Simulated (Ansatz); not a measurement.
## Work function of V(100): what the settings cost and change

Aim: the work function of V(100) across levels of theory at one geometry.

Main program and level: Ansatz 0.2.0; plane-wave DFT, PBE, Ansatz PAW, in the first sound run; inputs show where later runs differ.

**1. Set-up**

The cell holds 7 atoms: 7 V. Cell: a = 3.020 Å, b = 3.020 Å, c = 27.060 Å, α = 90.0°, β = 90.0°, γ = 90.0°. Vacuum lies along c.

**2. Slab, setting PBE, Ansatz PAW (420 eV)**

A work function rests on the faint tail of the density, so the SCF threshold is tight. PBE on the default files comes first; the next runs keep the geometry and change functional or files, each at the cutoff that its files recommend; a relaxation and, for heavy metals, spin-orbit coupling close the ladder.

Input file input.yaml:

```yaml
crystal:
  lattice:
    - [3.02, 0.0, 0.0]
    - [0.0, 3.02, 0.0]
    - [0.0, 0.0, 27.06]
  atoms:
    - { symbol: V, position: [0.0, 0.0, 0.332594235] }
    - { symbol: V, position: [0.5, 0.5, 0.3883961567] }
    - { symbol: V, position: [0.0, 0.0, 0.4441980783] }
    - { symbol: V, position: [0.5, 0.5, 0.5] }
    - { symbol: V, position: [0.0, 0.0, 0.5558019217] }
    - { symbol: V, position: [0.5, 0.5, 0.6116038433] }
    - { symbol: V, position: [0.0, 0.0, 0.667405765] }
kpoints:
  mp_grid: { grid: [14, 14, 1] }
hamiltonian:
  xc: pbe
scf:
  occupations: { method: fermi_dirac, width: 0.1 }
  convergence: { dr2_threshold: 1.0e-09 }
efield:
  axis: 3
  dipole_correction: true
  ramp_position: 0.97
  ramp_width: 0.06
output:
  write_potential: true
  write_density: true
  volumetric_format: npy
  elf: true
```

Started as:

```
$ ansatz run input.yaml --threads 2 --pin off --max-ram 3072MiB --backend cpu --events-out ev --progress --plain --runs-dir out
```

Numbers of over 12 decimals in the logs are rounded to 6 here.

What it wrote:

```text
Engine: ansatz 0.2.0, x86_64-unknown-linux-gnu
Pseudopotentials: kind: paw
Pseudopotential: V, paw, valence charge 13, recommended cutoff 420 eV (normal), V.paw.azcp
Functional definition: PBE
  parameter kappa = 0.804
  parameter beta = 0.066725
  exchange = pbe_x(kappa = kappa, mu = beta*pi^2/3)
  correlation = pbe_c(beta = beta)
Crystal: 7 atoms, lattice volume = 246.798 Å³
Basis set: ecut = 420 eV, 4763 PW (Γ)
Bands: 55, of which v1, the nominal top of the filled ones, is band 46 counted from 1 (45 counted from 0)
Symmetry: 8 space group operations
k-points: 36 of 196
Non-local potential: V, projectors of the file, l = 0: 3, l = 1: 2, l = 2: 3, l = 3: 1
PAW form: soft (Blöchl's): semilocal exchange-correlation on the pseudo side does not see the compensation charge
PAW one-centre angular grid: V, 590 points (default); XC on 64 Gauss nodes
Initial density: superposition of atomic densities (neutral atoms: chi_scale 0, normalization atom), corrected by the library's trained network
Initial wavefunctions: pseudopotential atomic-orbital guess
Functional: x = pbe(κ = 0.804, μ = 0.219515), c = pbe(β = 0.066725)
SCF iter   1: F=—  HF=-20384.058701 eV  |F-HF|=—  |Δ(HF+E_count)|=         —  Δρ=1.43e-2  dr2=3.85e0  ethr=1.77e-3  p=0.000 e·Å  D=1.08e-13 V/Å  ΔV_dip=-0.00 eV  dr2_dipole=3.93e-9  V_vac-E_F(+/−)=4.01/4.01 eV  ⟨swp⟩=8.2  Hψ=8229  notcnv=0
efield: sawtooth ramp at fractional position 0.9700 (set: `efield.ramp_position`, or a place that a band, a saddle search or an elastic batch's reference lends), width 0.0600; the density the first Hamiltonian is built on has a dipole p = 0.000 e·Å; the dipole correction subtracts the counter field D = 1.08e-13 V/Å, which shifts the + side's vacuum level by -0.00 eV against the − side's; the planar-averaged density in the ramp window peaks in size at 2.8e-5 e/Å³
preconditioner: auto → LDOS  [metal: Δε(μ)=0.004 eV  Ē_g=2.595 eV  σ=0.100 eV  W_gap=0.01  n_scr=54 (ndim 8)  ℏωp=14.0 eV  f_vac=0.536  D(μ)=10.21/eV (n_scr^D=82)  β→1.0]
SCF iter   2: F=—  HF=-20384.018369 eV  |F-HF|=—  |Δ(HF+E_count)|=   4.03e-2  Δρ=9.12e-3  dr2=1.05e0  ethr=1.77e-3  p=-0.000 e·Å  D=-6.41e-6 V/Å  ΔV_dip=0.00 eV  dr2_dipole=2.35e-9  V_vac-E_F(+/−)=3.77/3.77 eV  ⟨swp⟩=2.4  Hψ=2514  notcnv=0
SCF iter   3: F=—  HF=-20383.996623 eV  |F-HF|=—  |Δ(HF+E_count)|=   2.17e-2  Δρ=1.48e-3  dr2=1.44e-2  ethr=1.15e-3  p=-0.000 e·Å  D=-4.13e-6 V/Å  ΔV_dip=0.00 eV  dr2_dipole=2.74e-9  V_vac-E_F(+/−)=3.83/3.83 eV  ⟨swp⟩=2.2  Hψ=2269  notcnv=0
SCF iter   4: F=—  HF=-20383.993405 eV  |F-HF|=—  |Δ(HF+E_count)|=   3.22e-3  Δρ=4.96e-4  dr2=1.17e-3  ethr=1.59e-5  p=-0.000 e·Å  D=-7.97e-6 V/Å  ΔV_dip=0.00 eV  dr2_dipole=1.41e-10  V_vac-E_F(+/−)=3.83/3.83 eV  ⟨swp⟩=2.7  Hψ=3624  notcnv=0
SCF iter   5: F=—  HF=-20383.993432 eV  |F-HF|=—  |Δ(HF+E_count)|=   2.77e-5  Δρ=1.53e-4  dr2=1.58e-4  ethr=1.29e-6  p=-0.000 e·Å  D=-3.35e-6 V/Å  ΔV_dip=0.00 eV  dr2_dipole=4.95e-11  V_vac-E_F(+/−)=3.84/3.84 eV  ⟨swp⟩=2.1  Hψ=2766  notcnv=0
SCF iter   6: F=—  HF=-20383.993458 eV  |F-HF|=—  |Δ(HF+E_count)|=   2.57e-5  Δρ=7.75e-5  dr2=3.29e-5  ethr=1.74e-7  p=-0.000 e·Å  D=-2.69e-8 V/Å  ΔV_dip=0.00 eV  dr2_dipole=7.86e-12  V_vac-E_F(+/−)=3.84/3.84 eV  ⟨swp⟩=2.1  Hψ=2587  notcnv=0
SCF iter   7: F=—  HF=-20383.993443 eV  |F-HF|=—  |Δ(HF+E_count)|=   1.45e-5  Δρ=2.84e-5  dr2=3.58e-6  ethr=3.61e-8  p=0.000 e·Å  D=6.15e-7 V/Å  ΔV_dip=-0.00 eV  dr2_dipole=4.15e-11  V_vac-E_F(+/−)=3.85/3.85 eV  ⟨swp⟩=2.1  Hψ=2614  notcnv=0
SCF iter   8: F=—  HF=-20383.993636 eV  |F-HF|=—  |Δ(HF+E_count)|=   1.93e-4  Δρ=1.25e-5  dr2=5.36e-7  ethr=3.93e-9  p=0.000 e·Å  D=1.87e-7 V/Å  ΔV_dip=-0.00 eV  dr2_dipole=2.82e-13  V_vac-E_F(+/−)=3.85/3.85 eV  ⟨swp⟩=2.2  Hψ=2701  notcnv=0
SCF iter   9: F=—  HF=-20383.993637 eV  |F-HF|=—  |Δ(HF+E_count)|=   1.55e-7  Δρ=4.36e-6  dr2=8.21e-8  ethr=5.89e-10  p=0.000 e·Å  D=2.33e-9 V/Å  ΔV_dip=-0.00 eV  dr2_dipole=2.57e-13  V_vac-E_F(+/−)=3.86/3.86 eV  ⟨swp⟩=2.4  Hψ=2701  notcnv=0
SCF iter  10: F=—  HF=-20383.993637 eV  |F-HF|=—  |Δ(HF+E_count)|=   6.80e-8  Δρ=1.24e-6  dr2=8.71e-9  ethr=9.02e-11  p=-0.000 e·Å  D=-3.46e-9 V/Å  ΔV_dip=0.00 eV  dr2_dipole=2.34e-14  V_vac-E_F(+/−)=3.86/3.86 eV  ⟨swp⟩=2.2  Hψ=2672  notcnv=0
SCF iter  11: F=-20383.993637 eV  HF=-20383.993637 eV  |F-HF|=4.84e-10  |Δ(HF+E_count)|=   9.17e-9  Δρ=3.89e-7  dr2=4.35e-10  ethr=1.10e-12  p=-0.000 e·Å  D=-5.71e-9 V/Å  ΔV_dip=0.00 eV  dr2_dipole=3.05e-14  V_vac-E_F(+/−)=3.86/3.86 eV  ⟨swp⟩=8.2  Hψ=5422  notcnv=0
SCF 1 converged in 11 iterations: F = -20383.993637 eV  dr2 = 4.35e-10
  greatest PAW one-centre occupation: 1.000 electrons in one spin orbital (limit 2), on the V atom at site 5 (counted from 0), in its partial waves of l = 0
WARN: The output density's exchange-correlation potential varies sharply where the density is thin. Do not read a vacuum level from v_tot or v_xc, or from such a field of the output density. On a cell that repeats whose density bears no net charge and no dipole along the vacuum's axis use v_es (v_loc + v_h of the components); under efield.dipole_correction with no amplitude use v_es + v_field, which holds any externa [...]
SCF converged after 11 iterations
Free energy (F): -20383.993637 eV
Harris-Foulkes:  -20383.993637 eV  (|F-HF|=4.84e-10)
Internal energy: -20383.614336 eV  (E = F + TS)
E sigma→0 (E₀):  -20383.803986 eV
Entropy (-TS):   -0.379300 eV (-54.186 meV/atom)
Fermi energy:    4.148102 eV
Dipole field:    D = 0.000000 V/Å  (p = 0.000000 e·Å, saw-weighted, corrected)
Work function:   Φ+ = 3.8565 eV   Φ− = 3.8565 eV
Levels:          The Fermi level and band energies are counted from a zero that moves with the ramp; work functions are not
--- Per-component energies (eV) ---
  E_band       = -2153.933117
  E_kinetic    = 2340.003806
  E_local      = -144833.401697  (includes V_loc(G=0)·N_el)
  E_nonlocal   = -316.039070
  E_hartree    = 71593.638527
  E_xc         = -906.292400
  E_vxc        = -1148.268705  (∫ρ·V_xc dr)
  E_paw        = -7788.707650  (= ΣΔE_a)
  E_vpaw       = -1383.503832  (= ΣTr[D̂ρ^β])
  E_aug_tail   = 0.001850  (compensation charges beyond the density's cutoff)
  E_efield     = 0.000000  (sawtooth field / dipole correction)
  E_vefield    = 0.000000  (∫n·V_field dr)
  E_ewald      = 59527.182298
  E_smearing   = -0.379300  (= −TS)
  E_closure    = 0.000000  (closes the sum)
  Σ components = -20383.993637   (vs F -20383.993637, Δ=0.00e0)
--- Band table (eV; the first three rows and the last of 36) ---
  k-point 0: bands = [... 42 lower, 4.3829, 4.4154, 4.4154, 4.4402, 4.5371, 4.5371, 4.5514, 4.7707, ... 5 higher]
  k-point 1: bands = [... 42 lower, 4.2749, 4.3285, 4.4100, 4.4261, 4.5267, 4.5407, 4.5546, 4.7377, ... 5 higher]
  k-point 2: bands = [... 42 lower, 4.0695, 4.1452, 4.2568, 4.3417, 4.3809, 4.7189, 4.7249, 4.7307, ... 5 higher]
  k-point 35: bands = [... 42 lower, 3.0659, 3.6487, 3.6487, 4.5808, 4.5808, 5.6762, 5.6829, 6.1218, ... 5 higher]
```

The job ended after 46 s (2 threads of Intel Xeon 6975P-C (Granite Rapids), shared host; peak memory 0.83 GiB).

This step gave:

| Quantity | Value |
| --- | --- |
| energy at zero smearing | -20383.8040 eV |
| work function, upper face | 3.857 eV |

Running mean over 1.51 Å of the planar mean; the ramp of the sawtooth is left out. The electron's electrostatic potential energy less the Fermi level by z:

z (Å), electron's electrostatic potential energy less the Fermi level (eV) and a bar from the least value:
```
        4       3.86 ##############################
        5       3.85 ##############################
        6       3.77 ##############################
        7       3.15 ############################
        8      -1.27 #################
        9      -7.42 #
       10      -7.83 
       11      -7.79 
       12      -7.77 
       13      -7.74 
       14      -7.74 
       15      -7.76 
       16      -7.79 
       17      -7.82 
       18      -7.56 #
       19      -1.71 ################
       20       3.06 ############################
       21       3.76 ##############################
       22       3.84 ##############################
       23       3.86 ##############################
```

Electrostatic potential energy in the ca plane at fractional y = 0.000, with atoms of V within 0.2 Å of it. With pseudopotentials it is smooth inside the atoms' cores, unlike the true potential.

Ten even steps from '0' (-28 eV) to '9' (8 eV), each cell a mean:
```
99740100599610103897201017984011058999999999
99862014799841026898620158997300378999999999
99987678999987678999876789998866789999999999
99999899999999999999999999999998999999999999
99998889999998889999988899999888899999999999
99875346899874358999753478998633689999999999
99850001699720005898400037996100168999999999
99730210589601202897203116984022048999999999
```
Columns run along c (16.0 Å, from fractional 0.26 to 0.85 of the cell; values clipped at the 3rd and 97th percentile), rows up along a (3.0 Å). Atoms in or near the plane, at fractional coordinates: V at (0.33, 0.00), V at (0.44, 0.00), V at (0.56, 0.00), V at (0.67, 0.00).

ELF in the ca plane at fractional y = 0.000, with atoms of V within 0.2 Å of it. It is the smooth field of the valence electrons, not physical close to the nuclei.

Values, 5 rows by 16 columns, each cell a mean:
```
0.08 0.42 0.56 0.36 0.38 0.57 0.34 0.37 0.59 0.33 0.38 0.64 0.10 0.07 0.02 0.00
0.15 0.14 0.29 0.48 0.30 0.24 0.47 0.32 0.23 0.45 0.37 0.20 0.14 0.10 0.02 0.00
0.21 0.22 0.46 0.46 0.45 0.39 0.48 0.47 0.38 0.46 0.52 0.28 0.23 0.13 0.03 0.00
0.12 0.19 0.31 0.46 0.28 0.28 0.45 0.29 0.28 0.42 0.33 0.30 0.11 0.09 0.02 0.00
0.07 0.48 0.62 0.32 0.42 0.64 0.30 0.41 0.65 0.29 0.42 0.69 0.12 0.06 0.02 0.00
```
Columns run along c (16.0 Å, from fractional 0.26 to 0.85 of the cell), rows up along a (3.0 Å). Atoms in or near the plane, at fractional coordinates: V at (0.33, 0.00), V at (0.44, 0.00), V at (0.56, 0.00), V at (0.67, 0.00).

Valence density in the ca plane at fractional y = 0.000, with atoms of V within 0.2 Å of it. It is the smooth field of the valence electrons, not physical close to the nuclei.

Values in units of 1e0 e/Å³, 5 rows by 16 columns, each cell a mean:
```
0.0 2.6 5.1 0.3 2.3 5.3 0.3 2.1 5.6 0.3 1.8 5.8 0.1 0.0 0.0 0.0
0.0 0.2 0.5 0.2 0.3 0.5 0.2 0.3 0.5 0.2 0.3 0.4 0.1 0.0 0.0 0.0
0.0 0.1 0.2 0.2 0.2 0.2 0.2 0.2 0.2 0.2 0.2 0.2 0.0 0.0 0.0 0.0
0.0 0.5 1.0 0.3 0.6 1.1 0.2 0.5 1.1 0.2 0.5 1.1 0.1 0.0 0.0 0.0
0.0 3.8 7.4 0.3 3.3 7.8 0.3 2.9 8.1 0.3 2.6 8.6 0.2 0.0 0.0 0.0
```
Columns run along c (16.0 Å, from fractional 0.26 to 0.85 of the cell), rows up along a (3.0 Å). Atoms in or near the plane, at fractional coordinates: V at (0.33, 0.00), V at (0.44, 0.00), V at (0.56, 0.00), V at (0.67, 0.00).

The work function is 3.857 eV.

**3. Slab**

This step: plane-wave DFT, LDA, Ansatz PAW (Ansatz 0.2.0).

Changes to input.yaml since step 2:

```diff
@@ -16,3 +16,3 @@
 hamiltonian:
-  xc: pbe
+  xc: lda
 scf:
@@ -29,2 +29 @@
   volumetric_format: npy
-  elf: true
```

What it wrote:

```text
[...]
Crystal: 7 atoms, lattice volume = 246.798 Å³
Basis set: ecut = 420 eV, 4763 PW (Γ)
Bands: 55, of which v1, the nominal top of the filled ones, is band 46 counted from 1 (45 counted from 0)
Symmetry: 8 space group operations
k-points: 36 of 196
[...]
k-point 0: bands = [... 42 lower, 4.0932, 4.1239, 4.1239, 4.1355, 4.2456, 4.2456, 4.2533, 4.4773, ... 5 higher]
  k-point 1: bands = [... 42 lower, 3.9820, 4.0366, 4.1172, 4.1304, 4.2338, 4.2494, 4.2688, 4.4494, ... 5 higher]
  k-point 2: bands = [... 42 lower, 3.7744, 3.8591, 3.9672, 4.0499, 4.0861, 4.4284, 4.4416, 4.4428, ... 5 higher]
  k-point 35: bands = [... 42 lower, 2.8060, 3.4004, 3.4004, 4.3438, 4.3438, 5.3864, 5.3934, 5.8647, ... 5 higher]
[key lines of the parts left out:]
SCF converged after 11 iterations
Free energy (F): -20019.216037 eV
Fermi energy:    3.870895 eV
Dipole field:    D = -0.000000 V/Å  (p = -0.000001 e·Å, saw-weighted, corrected)
Work function:   Φ+ = 4.0954 eV   Φ− = 4.0954 eV
```

The job ended after 46 s (2 threads; peak memory 0.81 GiB; 80 s of CPU time).

The work function is 4.095 eV, +0.239 eV from the run “PBE, Ansatz PAW (420 eV)”, at 0.92 times its CPU time.

**4. Slab**

This step: plane-wave DFT, PBEsol, Ansatz PAW (Ansatz 0.2.0).

Changes to input.yaml since step 3:

```diff
@@ -16,3 +16,3 @@
 hamiltonian:
-  xc: lda
+  xc: pbesol
 scf:
```

What it wrote:

```text
[...]
Crystal: 7 atoms, lattice volume = 246.798 Å³
Basis set: ecut = 420 eV, 4763 PW (Γ)
Bands: 55, of which v1, the nominal top of the filled ones, is band 46 counted from 1 (45 counted from 0)
Symmetry: 8 space group operations
k-points: 36 of 196
[...]
k-point 0: bands = [... 42 lower, 4.2842, 4.3167, 4.3167, 4.3296, 4.4387, 4.4387, 4.4524, 4.6724, ... 5 higher]
  k-point 1: bands = [... 42 lower, 4.1756, 4.2289, 4.3113, 4.3276, 4.4281, 4.4382, 4.4552, 4.6393, ... 5 higher]
  k-point 2: bands = [... 42 lower, 3.9694, 4.0433, 4.1568, 4.2425, 4.2814, 4.6198, 4.6256, 4.6298, ... 5 higher]
  k-point 35: bands = [... 42 lower, 2.9644, 3.5497, 3.5497, 4.4845, 4.4845, 5.5844, 5.5913, 6.0251, ... 5 higher]
[key lines of the parts left out:]
SCF converged after 12 iterations
Free energy (F): -20193.562836 eV
Fermi energy:    4.046919 eV
Dipole field:    D = -0.000000 V/Å  (p = -0.000001 e·Å, saw-weighted, corrected)
Work function:   Φ+ = 3.9329 eV   Φ− = 3.9329 eV
```

Run time: 51 s. Hardware: 2 threads; peak memory 0.83 GiB.

The work function is 3.933 eV, +0.076 eV from the run “PBE, Ansatz PAW (420 eV)”, at 1.1 times its CPU time.

**5. Run**

This step: plane-wave DFT, RPBE, Ansatz PAW (Ansatz 0.2.0).

Changes to input.yaml since step 4:

```diff
@@ -16,3 +16,3 @@
 hamiltonian:
-  xc: pbesol
+  xc: rpbe
 scf:
```

What it wrote:

```text
[...]
Crystal: 7 atoms, lattice volume = 246.798 Å³
Basis set: ecut = 420 eV, 4763 PW (Γ)
Bands: 55, of which v1, the nominal top of the filled ones, is band 46 counted from 1 (45 counted from 0)
Symmetry: 8 space group operations
k-points: 36 of 196
[...]
k-point 0: bands = [... 42 lower, 4.5164, 4.5494, 4.5494, 4.5783, 4.6719, 4.6719, 4.6885, 4.9060, ... 5 higher]
  k-point 1: bands = [... 42 lower, 4.4096, 4.4630, 4.5450, 4.5622, 4.6621, 4.6755, 4.6882, 4.8707, ... 5 higher]
  k-point 2: bands = [... 42 lower, 4.2055, 4.2805, 4.3906, 4.4765, 4.5171, 4.8528, 4.8598, 4.8669, ... 5 higher]
  k-point 35: bands = [... 42 lower, 3.1911, 3.7710, 3.7710, 4.7001, 4.7001, 5.8128, 5.8193, 6.2494, ... 5 higher]
[key lines of the parts left out:]
SCF converged after 11 iterations
Free energy (F): -20415.198216 eV
Fermi energy:    4.278984 eV
Dipole field:    D = -0.000000 V/Å  (p = -0.000000 e·Å, saw-weighted, corrected)
Work function:   Φ+ = 3.7126 eV   Φ− = 3.7126 eV
```

The job ended after 45 s (2 threads; peak memory 0.81 GiB).

The work function is 3.713 eV, -0.144 eV from the run “PBE, Ansatz PAW (420 eV)”, at 0.97 times its CPU time.

**6. Slab**

This step: plane-wave DFT, r2SCAN, Ansatz PAW (Ansatz 0.2.0).

Changes to input.yaml since step 5:

```diff
@@ -16,3 +16,3 @@
 hamiltonian:
-  xc: rpbe
+  xc: r2scan
 scf:
```

What it wrote:

```text
[...]
Crystal: 7 atoms, lattice volume = 246.798 Å³
Basis set: ecut = 500 eV, 6331 PW (Γ), exchange–correlation on 96×96×800 points (64 copies of the dense FFT grid, shifted against one another)
Bands: 55, of which v1, the nominal top of the filled ones, is band 46 counted from 1 (45 counted from 0)
Symmetry: 8 space group operations
k-points: 36 of 196
[...]
k-point 0: bands = [... 42 lower, 4.3904, 4.4280, 4.4280, 4.5102, 4.5642, 4.5642, 4.5920, 4.8107, ... 5 higher]
  k-point 1: bands = [... 42 lower, 4.2845, 4.3405, 4.4293, 4.4517, 4.5523, 4.5714, 4.5726, 4.7663, ... 5 higher]
  k-point 2: bands = [... 42 lower, 4.0741, 4.1424, 4.2621, 4.3522, 4.4057, 4.7482, 4.7494, 4.7667, ... 5 higher]
  k-point 35: bands = [... 42 lower, 2.9461, 3.5351, 3.5351, 4.4885, 4.4885, 5.7471, 5.7533, 6.1670, ... 5 higher]
[key lines of the parts left out:]
SCF converged after 13 iterations
Free energy (F): -20416.242006 eV
Fermi energy:    4.123585 eV
Dipole field:    D = 0.000000 V/Å  (p = 0.000000 e·Å, saw-weighted, corrected)
Work function:   Φ+ = 3.8642 eV   Φ− = 3.8642 eV
```

Wall time 89 s (2 threads); peak memory 1.3 GiB; 2.8 min of CPU time.

The work function is 3.864 eV, +0.008 eV from the run “PBE, Ansatz PAW (420 eV)”, at 2.0 times its CPU time.

**7. Slab**

This step: plane-wave DFT, PBE, JTH PAW (Ansatz 0.2.0).

Changes to input.yaml since step 6:

```diff
@@ -16,3 +16,4 @@
 hamiltonian:
-  xc: r2scan
+  xc: pbe
+  pseudopotentials: { kind: paw, source: jth }
 scf:
```

What it wrote:

```text
[...]
k-point 0: bands = [... 42 lower, 4.5327, 4.5655, 4.5655, 4.5873, 4.6854, 4.6854, 4.7007, 4.9186, ... 5 higher]
  k-point 1: bands = [... 42 lower, 4.4248, 4.4775, 4.5599, 4.5757, 4.6752, 4.6895, 4.7032, 4.8858, ... 5 higher]
  k-point 2: bands = [... 42 lower, 4.2196, 4.2949, 4.4059, 4.4911, 4.5302, 4.8673, 4.8737, 4.8793, ... 5 higher]
  k-point 35: bands = [... 42 lower, 3.2209, 3.8023, 3.8023, 4.7325, 4.7325, 5.8226, 5.8293, 6.2691, ... 5 higher]
[key lines of the parts left out:]
SCF converged after 18 iterations
Free energy (F): -20381.276237 eV
Fermi energy:    4.298145 eV
Dipole field:    D = 0.000000 V/Å  (p = 0.000000 e·Å, saw-weighted, corrected)
Work function:   Φ+ = 3.8543 eV   Φ− = 3.8543 eV
```

Elapsed: 5.8 min, on 2 threads; peak memory 2.6 GiB; 11 min of CPU time.

The work function is 3.854 eV, -0.002 eV from the run “PBE, Ansatz PAW (420 eV)”, at 8.0 times its CPU time.

**8. Slab**

This step: plane-wave DFT, PBE, norm-conserving (Ansatz 0.2.0).

Changes to input.yaml since step 7:

```diff
@@ -17,3 +17,3 @@
   xc: pbe
-  pseudopotentials: { kind: paw, source: jth }
+  pseudopotentials: { kind: nc }
 scf:
```

What it wrote:

```text
[...]
Crystal: 7 atoms, lattice volume = 246.798 Å³
Basis set: ecut = 1142.878222 eV, 21729 PW (Γ)
Bands: 55, of which v1, the nominal top of the filled ones, is band 46 counted from 1 (45 counted from 0)
Symmetry: 8 space group operations
k-points: 36 of 196
[...]
k-point 0: bands = [... 42 lower, 4.4373, 4.4704, 4.4704, 4.4863, 4.5911, 4.5911, 4.6073, 4.8257, ... 5 higher]
  k-point 1: bands = [... 42 lower, 4.3296, 4.3819, 4.4654, 4.4818, 4.5813, 4.5912, 4.6065, 4.7908, ... 5 higher]
  k-point 2: bands = [... 42 lower, 4.1239, 4.1952, 4.3096, 4.3964, 4.4353, 4.7729, 4.7757, 4.7808, ... 5 higher]
  k-point 35: bands = [... 42 lower, 3.1140, 3.6956, 3.6956, 4.6267, 4.6267, 5.7269, 5.7337, 6.1698, ... 5 higher]
[key lines of the parts left out:]
SCF converged after 16 iterations
Free energy (F): -14624.135565 eV
Fermi energy:    4.197938 eV
Dipole field:    D = -0.000000 V/Å  (p = -0.000001 e·Å, saw-weighted, corrected)
Work function:   Φ+ = 3.8580 eV   Φ− = 3.8580 eV
```

Elapsed: 4.7 min, on 2 threads; peak memory 2.3 GiB; 9.3 min of CPU time.

The work function is 3.858 eV, +0.001 eV from the run “PBE, Ansatz PAW (420 eV)”, at 6.4 times its CPU time.

[end of part 1 of 2]

[Logs are printed without paths, hosts, clocks, repeated set-up lines and the standing remarks that a program may print on its own settings, such as how far it seeks lower states.]

[Hosts, paths, dates, database ids (printed as entryN), source tags and the programs' standing remarks are cut or masked in the printed files.]

[Maps of the electrostatic potential energy from Ansatz leave out the sawtooth potential of an applied field or a dipole correction, so their vacuum need not be flat; planar profiles and work functions include it.]
